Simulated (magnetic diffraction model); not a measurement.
# DyScPd6: what an assumed order does to the neutron pattern

Space group P4/mmm (no. 123), a = 4.0590 Å, c = 7.8270 Å.

| site | atom | x | y | z |
| --- | --- | --- | --- | --- |
| 1a | Dy | 0 | 0 | 0 |
| 4i | Pd | 0 | 1/2 | 0.7433 |
| 1d | Pd | 1/2 | 1/2 | 1/2 |
| 1c | Pd | 1/2 | 1/2 | 0 |
| 1b | Sc | 0 | 0 | 1/2 |

This is a made-up structure (elements placed in a structure type, unrelaxed), so the numbers test the method and describe no known phase.

Only Dy is taken to order (form factors of Dy3+); orders and moment sizes are assumed, and not adapted to the symmetry. Radiation: neutrons of λ = 2.41 Å (absorption by Dy left out), 8° to 90°; isotropic B of 0.21 Å² (Dy), 0.29 Å² (Pd) and 0.28 Å² (Sc). The intensities are simulated: I ∝ L Σ (|F_N|² + |F_M⊥|²) for unpolarised neutrons, with F_M = 2.695 fm/μB × Σ f(s) S exp(2πi Q·r) exp(−B s²) at Q = H ± k (one set where k and −k are equivalent), only the part normal to Q counting and L = 1/(sin²θ cos θ). For collinear order S is the moment m, which repeats by lattice and centring translations R with the sign exp(−2πi k·R). Form factors are spin-only for 3d ions and dipole or tabulated for f ions, scattering lengths are Sears's of 1992, and absorption is left out. A label names one of the reflections at its angle. The strongest nuclear line in the range is 100, and lines under 0.2 are left out.

Assume the order k = (1/2 0 0), collinear moments along [010], 4.3 μB on Dy.

Q: Where does magnetic intensity appear, and how strong is it?

```csv
2θ (°),index,nuclear,magnetic
17.07,(1/2 0 0),0.0,8.5
17.71,(0 0 1),0.8,0.0
24.70,(1/2 0 1),0.0,7.9
34.54,(1 0 0),10.1,0.0
35.87,(0 0 2),4.8,0.0
38.77,(1/2 1 0),0.0,0.6
39.07,(1 0 1),1.1,0.0
39.98,(1/2 0 2),0.0,2.9
42.92,(1/2 1 1),0.0,1.7
49.65,(1 1 0),5.3,0.0
50.65,(1 0 2),10.2,0.0
52.89,(3/2 0 0),0.0,0.8
53.12,(1 1 1),1.0,0.0
53.84,(1/2 1 2),0.0,1.7
55.02,(0 0 3),0.4,0.0
56.22,(3/2 0 1),0.0,1.4
58.04,(1/2 0 3),0.0,1.3
62.75,(1 1 2),100.0,0.0
64.71,(3/2 1 0),0.0,0.7
65.56,(3/2 0 2),0.0,1.0
66.60,(1 0 3),0.5,0.0
67.68,(3/2 1 1),0.0,1.3
69.33,(1/2 1 3),0.0,1.3
72.85,(2 0 0),40.6,0.0
75.67,(2 0 1),0.2,0.0
76.02,(0 0 4),19.0,0.0
76.26,(3/2 1 2),0.0,1.1
78.61,(1/2 0 4),0.0,0.7
79.82,(3/2 0 3),0.0,0.7
83.18,(2 1 0),5.0,0.0
83.95,(2 0 2),5.0,0.0
85.91,(2 1 1),0.7,0.0
86.26,(1 0 4),4.9,0.0
86.49,(1/2 2 2),0.0,0.3
88.78,(1/2 1 4),0.0,0.9
89.97,(3/2 1 3),0.0,0.8
```

The strongest magnetic line in the range is (1/2 0 0) at 17.07° (8.5). On top of the Lorentz factor, which all lines share, magnetic lines fade with angle because f falls: for Dy3+ it is 0.96, 0.84, 0.69 and 0.41 at sin θ/λ = 0.1, 0.2, 0.3 and 0.5 Å⁻¹, while nuclear lengths stay constant. The order has no net moment.

[Logs are printed without paths, hosts, clocks, repeated set-up lines and the standing remarks that a program may print on its own settings, such as how far it seeks lower states.]
